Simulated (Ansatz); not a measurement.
The compound is KRhO3 (cubic perovskite) (Pm-3m).

The structure was built from a prototype and need not be the compound's stable phase.

It takes space group Pm-3m (No. 221, cubic). Conventional cell: a = 3.833 Å, b = 3.833 Å, c = 3.833 Å, α = 90.00°, β = 90.00°, γ = 90.00°. Nearest to K lie 12 O at 2.71 Å. Rh has 6 O at 1.92 Å nearest. Nearest to O lie 2 Rh at 1.92 Å and 4 K at 2.71 Å. Farther neighbours and most contacts between anions are not listed.

```
K Rh O
1.0
     0.00000   -3.83294    0.00000
     0.00000    0.00000    3.83294
    -3.83294    0.00000    0.00000
K Rh O
1 1 3
Direct
  0.00000 0.00000 0.00000
  0.50000 0.50000 0.50000
  0.50000 0.50000 0.00000
  0.50000 0.00000 0.50000
  0.00000 0.50000 0.50000
```

The structure was relaxed with LDA. The structure type comes from a generator and need not be one that this composition takes. The structure was generated from a model, not taken from a measurement. The runs that relaxed it are not among those shown. The program's search for lower electronic states was switched off, so nothing shows that the state found is the lowest. PAW set soft_2, made with PBE.

A constrained-RPA run (Ansatz 0.2.0; non-magnetic LDA; Rh d + anion p, bands v11 to c3, 4×4×4 mesh, medium accuracy) builds 14 functions on bands 14 eV wide, with 22.0 electrons in the window. The bare on-site interaction is 18.2 eV and the bare J 0.70 eV.

**Question.** Estimate U, U′ and J.

On the Rh d shell, U = 9.27 eV (51 % of the bare value), U′ = 8.16 eV, J = 0.56 eV.

The parent state is non-magnetic and the interaction static (zero frequency); U depends on the window and the orbitals, so it belongs to this model alone. A window that holds the anion p bands defines a model with explicit ligands; its U belongs to that model and is not the U of DFT+U.

[Paths, hosts, dates, memory and timing lines, banners, echoed tables and standing remarks are left out of the program output.]

[Logs are printed without paths, hosts, clocks, repeated set-up lines and the standing remarks that a program may print on its own settings, such as how far it seeks lower states.]

[Runs of the session that timed out or met a known fault of the program may be left out.]

[Hosts, paths, dates, database ids (printed as entryN), source tags and the programs' standing remarks are cut or masked in the printed files.]
